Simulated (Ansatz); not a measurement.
Rows from a G0W0 calculation on AlIn2N3 (Cmc2_1) (Ansatz 0.2.0; G0W0 on PBE, plane waves, PAW; PAW set soft_1; 6×6×4 mesh, 151 empty bands, screening to 54 eV, PAW set soft_1 files), in eV. Spin-orbit coupling is left out.

```tsv
row	k	band	start	Σx	Σc at the solution	Vxc
A	Γ	c1	9.503	-11.546	-2.585	-14.742
B	Γ	c2	12.047	-9.913	-3.726	-14.591
C	Γ	c3	13.601	-7.400	-3.940	-11.932
D	Γ	v2	8.609	-21.622	3.365	-18.393
E	Γ	v1	8.622	-21.823	3.383	-18.584
F	Γ	v3	8.575	-21.543	3.463	-18.208
```

Work out each quasiparticle level and how far it moved.

The quasiparticle equation reads E = start + Σx + Σc(E) − Vxc.

```tsv
row	E (eV)	shift (eV)
A	10.114	+0.611
B	13.000	+0.953
C	14.194	+0.593
D	8.745	+0.135
E	8.767	+0.144
F	8.703	+0.128
```

The gap over the computed points goes from 0.88 eV to 1.35 eV.

Limits: not at the basis limit; no spin-orbit coupling; coarse k mesh.

[Paths, hosts, dates, memory and timing lines, banners, echoed tables and standing remarks are left out of the program output.]

[Logs are printed without paths, hosts, clocks, repeated set-up lines and the standing remarks that a program may print on its own settings, such as how far it seeks lower states.]

[Runs of the session that timed out or met a known fault of the program may be left out.]

[Cells called generated may have been cut or substituted from an entry of the Crystallography Open Database or the Materials Project.]

[Hosts, paths, dates, database ids (printed as entryN), source tags and the programs' standing remarks are cut or masked in the printed files.]
